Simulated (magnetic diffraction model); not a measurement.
## CeBeSn3: what an assumed order does to the neutron pattern

Space group I4mm (no. 107), a = 4.6860 Å, c = 10.5030 Å.

| site | atom | x | y | z |
| --- | --- | --- | --- | --- |
| 2a | Ce | 0 | 0 | 0.3334 |
| 4b | Sn | 1/2 | 0 | 0.1037 |
| 2a | Sn | 1/2 | 1/2 | 0.2659 |
| 2a | Be | 0 | 0 | 0.0040 |

The compound is invented for this exercise: a known structure type with other elements, its cell scaled to their sizes and not relaxed.

Only Ce is taken to order (form factors of Ce3+); orders and moment sizes are assumed, and not adapted to the symmetry. Radiation: neutrons of λ = 2.41 Å, 3° to 80°; isotropic B of 0.54 Å² (Ce), 0.51 Å² (Sn) and 0.96 Å² (Be). The intensities are simulated: I ∝ L Σ (|F_N|² + |F_M⊥|²) for unpolarised neutrons, with F_M = 2.695 fm/μB × Σ f(s) S exp(2πi Q·r) exp(−B s²) at Q = H ± k (one set where k and −k are equivalent), only the part normal to Q counting and L = 1/(sin²θ cos θ). For a modulated order the moment at position r is S exp(−2πi k·r) + c.c., with S = m/2 for a sine wave of amplitude m and S = m(u + iv)/2 for moments turning in a plane, u and v being orthogonal unit vectors in it; the phase factor of the sum at Q = H + k is then exp(2πi H·r). Form factors are spin-only for 3d ions and dipole or tabulated for f ions, scattering lengths are Sears's of 1992, and absorption is left out. A label names one of the reflections at its angle. The strongest nuclear line in the range is 100, and lines under 0.2 are left out.

Assume the order k = (0 0 1/5), moments turning in the plane of [100] and [010], 1.1 μB on Ce.

Predict the pattern, nuclear and magnetic parts apart.

```tsv
2θ (°)	index	nuclear	magnetic
23.84	(0 0 9/5)	0.0	1.2
26.53	(0 0 2)	13.0	0.0
29.24	(0 0 11/5)	0.0	0.8
31.69	(1 0 4/5)	0.0	1.5
32.71	(1 0 1)	24.5	0.0
33.92	(1 0 6/5)	0.0	1.4
42.65	(1 1 0)	7.8	0.0
42.74	(1 1 1/5)	0.0	0.7
48.60	(1 0 14/5)	0.0	0.9
49.44	(1 1 9/5)	0.0	0.6
50.89	(1 0 3)	44.5	0.0
50.94	(1 1 2)	87.5	0.0
51.69	(0 0 19/5)	0.0	0.2
52.55	(1 1 11/5)	0.0	0.6
53.26	(1 0 16/5)	0.0	0.7
54.63	(0 0 4)	11.9	0.0
61.90	(2 0 0)	100.0	0.0
61.97	(2 0 1/5)	0.0	0.3
67.31	(2 0 9/5)	0.0	0.3
68.55	(2 0 2)	9.6	0.0
69.19	(1 1 19/5)	0.0	0.4
69.91	(2 0 11/5)	0.0	0.3
71.22	(2 1 4/5)	0.0	0.5
71.68	(1 1 4)	77.4	0.0
71.80	(2 1 1)	12.2	0.0
72.49	(2 1 6/5)	0.0	0.5
74.27	(1 1 21/5)	0.0	0.3
74.86	(1 0 24/5)	0.0	0.4
77.90	(1 0 5)	21.0	0.0
```

The strongest magnetic line in the range is (1 0 4/5) at 31.69° (1.5). Below the range, at 2.63°, lies the magnetic line (0 0 1/5) with 102. On top of the Lorentz factor, which all lines share, magnetic lines fade with angle because f falls: for Ce3+ it is 0.96, 0.86, 0.71 and 0.43 at sin θ/λ = 0.1, 0.2, 0.3 and 0.5 Å⁻¹, while nuclear lengths stay constant. The order has no net moment.

[Logs are printed without paths, hosts, clocks, repeated set-up lines and the standing remarks that a program may print on its own settings, such as how far it seeks lower states.]
